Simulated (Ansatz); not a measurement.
## InSb wire along [110], 24 atoms a period, H-terminated: bands along the axis

Wanted: the relaxed geometry and the bands of the InSb wire along [110], 24 atoms a period, H-terminated.

Main program and level: Ansatz 0.2.0; DFT PBE, plane waves, PAW; relaxation of a wire's period; PAW set soft_1, in the first sound run; inputs show where later runs differ.

## (1) Starting point

The cell holds 40 atoms: 16 H, 12 In and 12 Sb. Cell: a = 23.756 Å, b = 21.427 Å, c = 4.688 Å, α = 90.0°, β = 90.0°, γ = 90.0°. Vacuum lies along a and b. The structure's axis is c.

## (2) The relaxed wire

Band widths follow the bond lengths, so the wire is relaxed first. The atoms and the third cell vector are free; the box across stays fixed as vacuum. A Fermi-Dirac smearing is set since the result may be a metal. The pressure printed is a third of the stress's trace over the whole box, vacuum included; only the stress along the axis is relaxed.

Input file input.yaml:

```yaml
crystal:
  lattice:
    - [23.756, 0.0, 0.0]
    - [0.0, 21.427, 0.0]
    - [0.0, 0.0, 4.6881179593]
  atoms:
    - { symbol: H, position: [0.143121738, 0.513130433, 0.0] }
    - { symbol: In, position: [0.186381692, 0.44530181, 0.0] }
    - { symbol: Sb, position: [0.395697234, 0.554699251, 0.0] }
    - { symbol: H, position: [0.422209126, 0.158678303, 0.0] }
    - { symbol: H, position: [0.438228088, 0.840179579, 0.0] }
    - { symbol: In, position: [0.465469081, 0.664096693, 0.0] }
    - { symbol: In, position: [0.465469081, 0.44530181, 0.0] }
    - { symbol: Sb, position: [0.674784622, 0.554699251, 0.0] }
    - { symbol: H, position: [0.717315476, 0.840179579, 0.0] }
    - { symbol: In, position: [0.744556469, 0.664096693, 0.0] }
    - { symbol: In, position: [0.744556469, 0.44530181, 0.0] }
    - { symbol: H, position: [0.213622685, 0.664096693, 0.19521479] }
    - { symbol: H, position: [0.787816424, 0.664096693, 0.310010099] }
    - { symbol: Sb, position: [0.256153539, 0.664096693, 0.5] }
    - { symbol: Sb, position: [0.256153539, 0.44530181, 0.5] }
    - { symbol: H, position: [0.282665432, 0.268075745, 0.5] }
    - { symbol: H, position: [0.282665432, 0.841322758, 0.5] }
    - { symbol: In, position: [0.325925386, 0.335904368, 0.5] }
    - { symbol: In, position: [0.325925386, 0.554699251, 0.5] }
    - { symbol: In, position: [0.325925386, 0.773494134, 0.5] }
    - { symbol: Sb, position: [0.535240928, 0.226506926, 0.5] }
    - { symbol: Sb, position: [0.535240928, 0.664096693, 0.5] }
    - { symbol: Sb, position: [0.535240928, 0.44530181, 0.5] }
    - { symbol: H, position: [0.56175282, 0.841322758, 0.5] }
    - { symbol: H, position: [0.577771782, 0.159821482, 0.5] }
    - { symbol: In, position: [0.605012775, 0.335904368, 0.5] }
    - { symbol: In, position: [0.605012775, 0.554699251, 0.5] }
    - { symbol: In, position: [0.605012775, 0.773494134, 0.5] }
    - { symbol: Sb, position: [0.814328316, 0.44530181, 0.5] }
    - { symbol: H, position: [0.85685917, 0.378616365, 0.5] }
    - { symbol: H, position: [0.85685917, 0.511987254, 0.5] }
    - { symbol: H, position: [0.787816424, 0.664096693, 0.689989901] }
    - { symbol: H, position: [0.213622685, 0.664096693, 0.80478521] }
    - { symbol: H, position: [0.143121738, 0.377473186, 0.0] }
    - { symbol: Sb, position: [0.395697234, 0.335904368, 0.0] }
    - { symbol: Sb, position: [0.395697234, 0.773494134, 0.0] }
    - { symbol: In, position: [0.465469081, 0.226506926, 0.0] }
    - { symbol: Sb, position: [0.674784622, 0.335904368, 0.0] }
    - { symbol: Sb, position: [0.674784622, 0.773494134, 0.0] }
    - { symbol: H, position: [0.717315476, 0.269218924, 0.0] }
kpoints:
  mp_grid: { grid: [1, 1, 18] }
scf:
  occupations: { method: fermi_dirac, width: 0.05 }
hamiltonian:
  xc: pbe
  pseudopotentials: { kind: paw, azcp: { folder: soft_1 } }
relax:
  cell: { fix: [a, b, alpha, beta, gamma] }
  max_steps: 45
  f_tol: 0.03
```

Launch:

```sh
> ansatz run input.yaml --threads 4 --pin off --max-ram 16384MiB --backend cpu --events-out ev --progress --plain --runs-dir out
```

Numbers of over 12 decimals in the logs are rounded to 6 here.

What it wrote:

```text
Engine: ansatz 0.2.0, x86_64-unknown-linux-gnu
Pseudopotentials: kind: paw
Pseudopotential: H, paw, valence charge 1, recommended cutoff 420 eV (normal), soft_1/H.paw.azcp
Pseudopotential: In, paw, valence charge 13, recommended cutoff 420 eV (normal), soft_1/In.paw.azcp
Pseudopotential: Sb, paw, valence charge 15, recommended cutoff 420 eV (normal), soft_1/Sb.paw.azcp
Functional definition: PBE
  parameter kappa = 0.804
  parameter beta = 0.066725
  exchange = pbe_x(kappa = kappa, mu = beta*pi^2/3)
  correlation = pbe_c(beta = beta)
Crystal: 40 atoms, lattice volume = 2386.345 Å³
Basis set: ecut = 420 eV, 46623 PW (Γ), exchange–correlation on 320×288×64 points (8 copies of the dense FFT grid, shifted against one another)
Bands: 216, of which v1, the nominal top of the filled ones, is band 176 counted from 1 (175 counted from 0)
Symmetry: 2 space group operations
Space group: Pm (ITA 6), of the structure as read, at distance tolerance 1.3e-4 Å
k-points: 10 of 18
Non-local potential: H, projectors of the file, l = 0: 2, l = 1: 1
Non-local potential: In, projectors of the file, l = 0: 2, l = 1: 2, l = 2: 2, l = 3: 1
Non-local potential: Sb, projectors of the file, l = 0: 2, l = 1: 2, l = 2: 2, l = 3: 1
PAW form: soft (Blöchl's): semilocal exchange-correlation on the pseudo side does not see the compensation charge
PAW one-centre angular grid: H, 110 points (default); XC on 64 Gauss nodes
PAW one-centre angular grid: In, 590 points (default); XC on 64 Gauss nodes
PAW one-centre angular grid: Sb, 590 points (default); XC on 64 Gauss nodes
Initial density: superposition of atomic densities (neutral atoms: chi_scale 0, normalization atom)
Initial wavefunctions: pseudopotential atomic-orbital guess
Functional: x = pbe(κ = 0.804, μ = 0.219515), c = pbe(β = 0.066725)
SCF iter   1: F=—  HF=-145243.077613 eV  |F-HF|=—  |Δ(HF+E_count)|=         —  Δρ=2.60e-2  dr2=2.17e1  ethr=3.10e-3  ⟨swp⟩=6.5  Hψ=9095  notcnv=0  defer=111
preconditioner: auto → Resta (q_TF=auto, 1.983 Å⁻¹)  ε∞=1.9  [insulator: Δε(μ)=0.761 eV  Ē_g=12.501 eV  σ=0.050 eV  W_gap=1.00  n_scr=336 (ndim 8)  ℏωp=11.6 eV  f_vac=0.528  D(μ)=0.00/eV (n_scr^D=0)  ε∞_Penn≈1.9  vacuum switching on, ρ_ref=1.1e-2 e/Å³]
SCF iter   2: F=—  HF=-145237.975957 eV  |F-HF|=—  |Δ(HF+E_count)|=    5.10e0  Δρ=1.01e-2  dr2=5.67e0  ethr=3.10e-3  ⟨swp⟩=3.0  Hψ=3515  notcnv=0  defer=322
preconditioner: auto → LDOS  [metal: Δε(μ)=0.098 eV  Ē_g=12.653 eV  σ=0.050 eV  W_gap=0.46  n_scr=336 (ndim 8)  ℏωp=11.6 eV  f_vac=0.540  D(μ)=3.07/eV (n_scr^D=8)  β→1.0]
SCF iter   3: F=—  HF=-145237.703423 eV  |F-HF|=—  |Δ(HF+E_count)|=   2.73e-1  Δρ=4.57e-3  dr2=3.82e0  ethr=1.61e-3  ⟨swp⟩=3.7  Hψ=4378  notcnv=0  defer=259
SCF iter   4: F=—  HF=-145237.216826 eV  |F-HF|=—  |Δ(HF+E_count)|=   4.87e-1  Δρ=1.96e-3  dr2=7.65e-1  ethr=1.09e-3  ⟨swp⟩=4.7  Hψ=4287  notcnv=0  defer=262
SCF iter   5: F=—  HF=-145237.101539 eV  |F-HF|=—  |Δ(HF+E_count)|=   1.15e-1  Δρ=6.99e-4  dr2=4.11e-2  ethr=2.17e-4  ⟨swp⟩=3.7  Hψ=2694  notcnv=0  defer=268
SCF iter   6: F=—  HF=-145237.096137 eV  |F-HF|=—  |Δ(HF+E_count)|=   5.40e-3  Δρ=3.01e-4  dr2=3.42e-3  ethr=1.17e-5  ⟨swp⟩=2.2  Hψ=3335  notcnv=0  defer=268
SCF iter   7: F=—  HF=-145237.096577 eV  |F-HF|=—  |Δ(HF+E_count)|=   4.40e-4  Δρ=1.16e-4  dr2=5.36e-4  ethr=9.72e-7  ⟨swp⟩=2.2  Hψ=3151  notcnv=0  defer=268
SCF iter   8: F=—  HF=-145237.096658 eV  |F-HF|=—  |Δ(HF+E_count)|=   8.06e-5  Δρ=3.73e-5  dr2=3.32e-5  ethr=1.52e-7  ⟨swp⟩=2.0  Hψ=2761  notcnv=0  defer=268
SCF iter   9: F=—  HF=-145237.097002 eV  |F-HF|=—  |Δ(HF+E_count)|=   3.45e-4  Δρ=1.28e-5  dr2=6.09e-6  ethr=9.44e-9  ⟨swp⟩=2.1  Hψ=3014  notcnv=0  defer=271
SCF iter  10: F=—  HF=-145237.097007 eV  |F-HF|=—  |Δ(HF+E_count)|=   4.25e-6  Δρ=5.22e-6  dr2=1.20e-6  ethr=1.73e-9  ⟨swp⟩=2.1  Hψ=3223  notcnv=0  defer=271
SCF iter  11: F=—  HF=-145237.097007 eV  |F-HF|=—  |Δ(HF+E_count)|=   8.29e-7  Δρ=2.03e-6  dr2=1.49e-7  ethr=3.41e-10  ⟨swp⟩=2.0  Hψ=2789  notcnv=0  defer=271
SCF iter  12: F=-145237.097008 eV  HF=-145237.097008 eV  |F-HF|=2.97e-8  |Δ(HF+E_count)|=   1.92e-7  Δρ=7.22e-7  dr2=2.55e-8  ethr=2.84e-11  ⟨swp⟩=4.1  Hψ=6885  notcnv=0
SCF 1 converged in 12 iterations: F = -145237.097008 eV  dr2 = 2.55e-8
  greatest PAW one-centre occupation: 0.995 electrons in one spin orbital (limit 2), on the Sb atom at site 13 (counted from 0), in its partial waves of l = 2
relax step   1: F+E_penalty+E_count = -145237.09700758 eV  Δ(F+E_penalty+E_count) = +0.000e0 eV  max|allowed force component| = 1.108e0 eV/Å  Δτ_max = 0.0000 Å  P = -0.197 GPa  Ω = 2386.345 Å³  fix = [a, b, alpha, beta, gamma]  reactions: a -0.267, b -0.554 GPa; gamma +0.018 GPa/rad  (12 SCF iters, dr2 threshold 1.00e-7 eV, accepted)
Crystal: 40 atoms, lattice volume = 2397.979 Å³
Basis set: ecut = 420 eV, 46867 PW (Γ), exchange–correlation on 320×288×64 points (8 copies of the dense FFT grid, shifted against one another)
Initial density: handed on by an earlier stage of this run
Initial wavefunctions: those handed on with the density
iter 1 solved again at ethr=1.31e-4 eV; its pass at ethr=3.10e-3 eV (dr2=4.62e-1 eV) is discarded
SCF iter   1: F=—  HF=-145238.002033 eV  |F-HF|=—  |Δ(HF+E_count)|=         —  Δρ=4.08e-3  dr2=4.62e-1  ethr=1.31e-4  ⟨swp⟩=6.4  Hψ=10224  notcnv=0
preconditioner: auto → Resta (q_TF=auto, 1.982 Å⁻¹)  ε∞=1.8  [insulator: Δε(μ)=0.261 eV  Ē_g=12.611 eV  σ=0.050 eV  W_gap=0.86  n_scr=336 (ndim 8)  ℏωp=11.5 eV  f_vac=0.563  D(μ)=0.34/eV (n_scr^D=0)  ε∞_Penn≈1.8  vacuum switching on, ρ_ref=1.2e-2 e/Å³]
SCF iter   2: F=—  HF=-145237.906113 eV  |F-HF|=—  |Δ(HF+E_count)|=   9.59e-2  Δρ=2.19e-3  dr2=1.33e-1  ethr=1.31e-4  ⟨swp⟩=7.0  Hψ=3978  notcnv=0  defer=59
SCF iter   3: F=—  HF=-145237.898431 eV  |F-HF|=—  |Δ(HF+E_count)|=   7.68e-3  Δρ=1.06e-3  dr2=8.40e-2  ethr=3.77e-5  ⟨swp⟩=3.1  Hψ=2889  notcnv=0  defer=290
SCF iter   4: F=—  HF=-145237.888124 eV  |F-HF|=—  |Δ(HF+E_count)|=   1.03e-2  Δρ=3.47e-4  dr2=8.51e-3  ethr=2.39e-5  ⟨swp⟩=2.4  Hψ=2318  notcnv=0  defer=290
SCF iter   5: F=—  HF=-145237.887504 eV  |F-HF|=—  |Δ(HF+E_count)|=   6.20e-4  Δρ=1.39e-4  dr2=1.47e-3  ethr=2.42e-6  ⟨swp⟩=2.0  Hψ=2365  notcnv=0  defer=290
SCF iter   6: F=—  HF=-145237.887677 eV  |F-HF|=—  |Δ(HF+E_count)|=   1.73e-4  Δρ=5.08e-5  dr2=8.88e-5  ethr=4.18e-7  ⟨swp⟩=2.0  Hψ=3157  notcnv=0  defer=284
SCF iter   7: F=—  HF=-145237.887702 eV  |F-HF|=—  |Δ(HF+E_count)|=   2.54e-5  Δρ=2.11e-5  dr2=3.32e-5  ethr=2.52e-8  ⟨swp⟩=2.0  Hψ=2470  notcnv=0  defer=284
SCF iter   8: F=—  HF=-145237.887705 eV  |F-HF|=—  |Δ(HF+E_count)|=   3.22e-6  Δρ=9.84e-6  dr2=4.02e-6  ethr=1.14e-9  ⟨swp⟩=3.8  Hψ=8392  notcnv=0
[...]
SCF iter   4: F=—  HF=-145238.189110 eV  |F-HF|=—  |Δ(HF+E_count)|=   4.24e-5  Δρ=1.22e-6  dr2=7.87e-8  ethr=6.95e-11  ⟨swp⟩=2.2  Hψ=2582  notcnv=0
SCF iter   5: F=—  HF=-145238.189120 eV  |F-HF|=—  |Δ(HF+E_count)|=   9.81e-6  Δρ=4.80e-7  dr2=3.50e-9  ethr=2.24e-11  ⟨swp⟩=2.1  Hψ=2579  notcnv=0
SCF iter   6: F=—  HF=-145238.189123 eV  |F-HF|=—  |Δ(HF+E_count)|=   2.95e-6  Δρ=1.54e-7  dr2=1.81e-9  ethr=1.00e-12  ⟨swp⟩=3.0  Hψ=4219  notcnv=0
SCF iter   7: F=—  HF=-145238.189123 eV  |F-HF|=—  |Δ(HF+E_count)|=   4.24e-7  Δρ=5.06e-8  dr2=4.80e-10  ethr=1.00e-12  ⟨swp⟩=2.0  Hψ=2542  notcnv=0
SCF iter   8: F=-145238.189123 eV  HF=-145238.189123 eV  |F-HF|=5.30e-9  |Δ(HF+E_count)|=   1.80e-9  Δρ=2.37e-8  dr2=3.00e-11  ethr=1.00e-12  ⟨swp⟩=4.0  Hψ=6753  notcnv=0
SCF 16 converged in 8 iterations: F = -145238.189123 eV  dr2 = 3.00e-11
relax step  16: F+E_penalty+E_count = -145238.18912330 eV  Δ(F+E_penalty+E_count) = -3.804e-3 eV  max|allowed force component| = 9.973e-3 eV/Å  Δτ_max = 0.0000 Å  P = -0.004 GPa  Ω = 2422.863 Å³  fix = [a, b, alpha, beta, gamma]  reactions: a -0.010, b -0.004 GPa; gamma +0.001 GPa/rad  stress off target by 1.89e-3 GPa on what of the cell is left free  SCF on the basis re-selected at this cell (its energy is not comparable with the rows above)  (8 SCF iters)
basis re-selected at this cell: Δ(F+E_penalty+E_count) = -3.804e-3 eV, ΔP = +0.001 GPa vs the last step (what re-selecting the basis moved, of the pressure what is left beyond the Pulay correction that the steps carried, after the strain that the cell walked since its last selection, with what the two solves' SCF thresholds leave and, on support functions, any second-order correction that the steps lacked; it is no m [...]
SCF converged after 8 iterations
Free energy (F): -145238.189123 eV
Harris-Foulkes:  -145238.189123 eV  (|F-HF|=5.30e-9)
Internal energy: -145238.188865 eV  (E = F + TS)
E sigma→0 (E₀):  -145238.188994 eV
Entropy (-TS):   -0.000258 eV (-0.006 meV/atom)
Fermi energy:    -0.263207 eV
--- Per-component energies (eV) ---
  E_band       = -5802.026907
  E_kinetic    = 4771.006301
  E_local      = -183433.910511  (includes V_loc(G=0)·N_el)
  E_nonlocal   = 8622.772914
  E_hartree    = 87111.782908
  E_xc         = -3017.782517
  E_vxc        = -2311.743337  (∫ρ·V_xc dr)
  E_paw        = -105073.845141  (= ΣΔE_a)
  E_vpaw       = -7673.707333  (= ΣTr[D̂ρ^β])
  E_aug_tail   = -0.010402  (compensation charges beyond the density's cutoff)
  E_ewald      = 45781.797583
  E_smearing   = -0.000258  (= −TS)
  E_closure    = -0.000000  (closes the sum)
  Σ components = -145238.189123   (vs F -145238.189123, Δ=0.00e0)
--- Forces (eV/Å), atoms counted from 1 ---
  atom   1  H     -0.00034864    -0.00997295     0.00000000
  atom   2  In    -0.00600685     0.00254676     0.00000000
  atom   3  Sb    -0.00090246    -0.00233225     0.00000000
  atom   4  H      0.00134672     0.00097651     0.00000000
  atom   5  H     -0.00134139    -0.00074130     0.00000000
  atom   6  In     0.00018926     0.00219733     0.00000000
  atom   7  In    -0.00000817    -0.00125263     0.00000000
  atom   8  Sb     0.00074426     0.00095507     0.00000000
  atom   9  H      0.00031548    -0.00016430     0.00000000
  atom  10  In     0.00000999     0.00231195     0.00000000
  atom  11  In    -0.00221316     0.00188165     0.00000000
  atom  12  H     -0.00274227     0.00047047     0.00350894
  atom  13  H      0.00088353    -0.00122053    -0.00010120
  atom  14  Sb     0.00721589    -0.00167957     0.00000000
  atom  15  Sb     0.00048393    -0.00168454     0.00000000
  atom  16  H     -0.00133905    -0.00002118     0.00000000
  atom  17  H     -0.00068842    -0.00025927     0.00000000
  atom  18  In     0.00029237    -0.00324148     0.00000000
  atom  19  In    -0.00031182     0.00185409     0.00000000
  atom  20  In     0.00053796     0.00164953     0.00000000
  atom  21  Sb     0.00363269    -0.00203804     0.00000000
  atom  22  Sb     0.00037881     0.00088470     0.00000000
  atom  23  Sb     0.00034688     0.00136344     0.00000000
  atom  24  H      0.00005213    -0.00093298     0.00000000
  atom  25  H     -0.00034502    -0.00008344     0.00000000
  atom  26  In    -0.00015953     0.00149072     0.00000000
  atom  27  In    -0.00027720    -0.00042241     0.00000000
  atom  28  In     0.00386400     0.00224137     0.00000000
  atom  29  Sb    -0.00672413     0.00056087     0.00000000
  atom  30  H      0.00416329     0.00158707     0.00000000
  atom  31  H      0.00158787    -0.00246126     0.00000000
  atom  32  H      0.00088353    -0.00122053     0.00010120
  atom  33  H     -0.00274227     0.00047047    -0.00350894
  atom  34  H      0.00624176     0.00896885     0.00000000
  atom  35  Sb    -0.00064894     0.00492996     0.00000000
  atom  36  Sb    -0.00107688    -0.00167057     0.00000000
  atom  37  In    -0.00301553    -0.00073265     0.00000000
  atom  38  Sb     0.00175002    -0.00173987     0.00000000
  atom  39  Sb    -0.00258565    -0.00297561     0.00000000
  atom  40  H     -0.00144308    -0.00049431     0.00000000
  max |Σ_I F_I| component: 8.60e-7 eV/Å
--- Stress (GPa, compression-positive) ---
       -0.010099      -0.000647       0.000000
       -0.000647      -0.003783       0.000000
        0.000000       0.000000       0.001894
  P = ⅓ Tr σ = -0.0040 GPa (-0.040 kbar)
--- Relaxed structure (15 steps of the walk, 14 accepted, 1 SCFs on fresh bases) ---
  F+E_penalty+E_count = -145238.18912330 eV   max|allowed force component| = 9.973e-3 eV/Å   (the final SCF, on the basis selected at the relaxed cell)
  cell:  # Å, volume = 2422.8627 Å³
    - [23.756, 0, 0.0]
    - [0, 21.427, 0.0]
    - [0.0, 0.0, 4.759859]
  atoms:
    - { symbol: H, position: [0.176337, 0.539528, 0] }
    - { symbol: In, position: [0.186262, 0.458520, 0] }
    - { symbol: Sb, position: [0.396764, 0.549296, 0] }
    - { symbol: H, position: [0.428007, 0.149652, 0] }
    - { symbol: H, position: [0.434473, 0.827328, 0] }
    - { symbol: In, position: [0.467905, 0.656833, 0] }
    - { symbol: In, position: [0.465225, 0.439261, 0] }
    - { symbol: Sb, position: [0.674335, 0.565994, 0] }
    - { symbol: H, position: [0.705633, 0.833722, 0] }
    - { symbol: In, position: [0.756450, 0.669768, 0] }
    - { symbol: In, position: [0.736304, 0.454654, 0] }
    - { symbol: H, position: [0.222205, 0.658889, 0.233978] }
    - { symbol: H, position: [0.787912, 0.666146, 0.328423] }
    - { symbol: Sb, position: [0.270619, 0.656863, 0.5] }
    - { symbol: Sb, position: [0.253242, 0.434872, 0.5] }
    - { symbol: H, position: [0.289404, 0.256588, 0.5] }
    - { symbol: H, position: [0.279527, 0.841363, 0.5] }
    - { symbol: In, position: [0.324552, 0.328239, 0.5] }
    - { symbol: In, position: [0.328752, 0.535037, 0.5] }
    - { symbol: In, position: [0.325117, 0.777922, 0.5] }
    - { symbol: Sb, position: [0.530146, 0.230579, 0.5] }
    - { symbol: Sb, position: [0.535603, 0.664853, 0.5] }
    - { symbol: Sb, position: [0.534869, 0.446703, 0.5] }
    - { symbol: H, position: [0.558784, 0.843694, 0.5] }
    - { symbol: H, position: [0.576851, 0.169352, 0.5] }
    - { symbol: In, position: [0.600886, 0.336686, 0.5] }
    - { symbol: In, position: [0.605351, 0.555708, 0.5] }
    - { symbol: In, position: [0.602189, 0.777942, 0.5] }
    - { symbol: Sb, position: [0.805483, 0.446706, 0.5] }
    - { symbol: H, position: [0.848833, 0.382957, 0.5] }
    - { symbol: H, position: [0.857208, 0.502084, 0.5] }
    - { symbol: H, position: [0.787912, 0.666146, 0.671577] }
    - { symbol: H, position: [0.222205, 0.658889, 0.766022] }
    - { symbol: H, position: [0.132100, 0.403797, 0] }
    - { symbol: Sb, position: [0.394613, 0.332325, 0] }
    - { symbol: Sb, position: [0.391976, 0.762676, 0] }
    - { symbol: In, position: [0.460964, 0.222293, 0] }
    - { symbol: Sb, position: [0.670065, 0.343452, 0] }
    - { symbol: Sb, position: [0.669265, 0.764306, 0] }
    - { symbol: H, position: [0.716954, 0.282373, 0] }
```

It took 40 min on 4 threads of Intel Xeon Platinum 8375C at 2.90GHz (Ice Lake), shared host; peak memory 9.7 GiB; 2.6 h of CPU time.

Relaxation path:

```
step  energy less that of the first step (eV)  largest force component (eV/Å)  pressure (GPa)  volume (Å³)
   1                                   0.0000                          1.1084           -0.20      2386.34
   2                                  -0.7907                          0.4134           -0.03      2397.98
   3                                  -1.0096                          0.2481            0.03      2408.31
   4                                  -1.0450                          0.2245           -0.05      2435.54
   5                                  -1.0656                          0.1010           -0.02      2428.30
   6                                  -1.0729                          0.0376           -0.01      2423.33
   7                                  -1.0759                          0.0525           -0.01      2422.49
   8                                  -1.0789                          0.0266           -0.01      2422.06
   9                                  -1.0826                          0.0822           -0.01      2421.90
  10                                  -1.0853                          0.0270           -0.01      2422.88
  11                                  -1.0873                          0.0654           -0.01      2423.39
  12                                  -1.0874                          0.0627            0.00      2423.92
  13                                  -1.0864                          0.0575            0.00      2419.40
  14                                  -1.0882                          0.0094            0.00      2423.18
  15                                  -1.0883                          0.0099            0.00      2422.86
 16*                                  -1.0921                          0.0100            0.00      2422.86
```

Relaxation steps marked * repeat the geometry before them on a plane-wave basis chosen anew for their cell, so energy and pressure can jump there. Relaxation step 13 was tried and not accepted.

The run keeps the 2 symmetry operations that it works with, so distortions that break them were not tested.

```
cell as run  before  after  change
      c (Å)   4.688  4.760  +1.5 %
```

The atoms that moved most (Å, along periodic axes as changes of fractional coordinates times the final cell, across vacuum about the mean position):

```
atom      dx      dy      dz  length
  H1   0.789   0.566   0.000   0.971
 H34  -0.262   0.564   0.000   0.622
In19   0.067  -0.421   0.000   0.427
Sb14   0.344  -0.155   0.000   0.377
  H9  -0.278  -0.138   0.000   0.310
In10   0.283   0.122   0.000   0.308
 H12   0.204  -0.112   0.185   0.297
 H33   0.204  -0.112  -0.185   0.297
```

This step gave:

- energy at zero smearing: -145238.1890 eV
- cell length along the wire: 4.760 Å

The cell's length comes to 4.760 Å with spin left out.

(Continued in part 2 of 2.)

[Logs are printed without paths, hosts, clocks, repeated set-up lines and the standing remarks that a program may print on its own settings, such as how far it seeks lower states.]

[Hosts, paths, dates, database ids (printed as entryN), source tags and the programs' standing remarks are cut or masked in the printed files.]
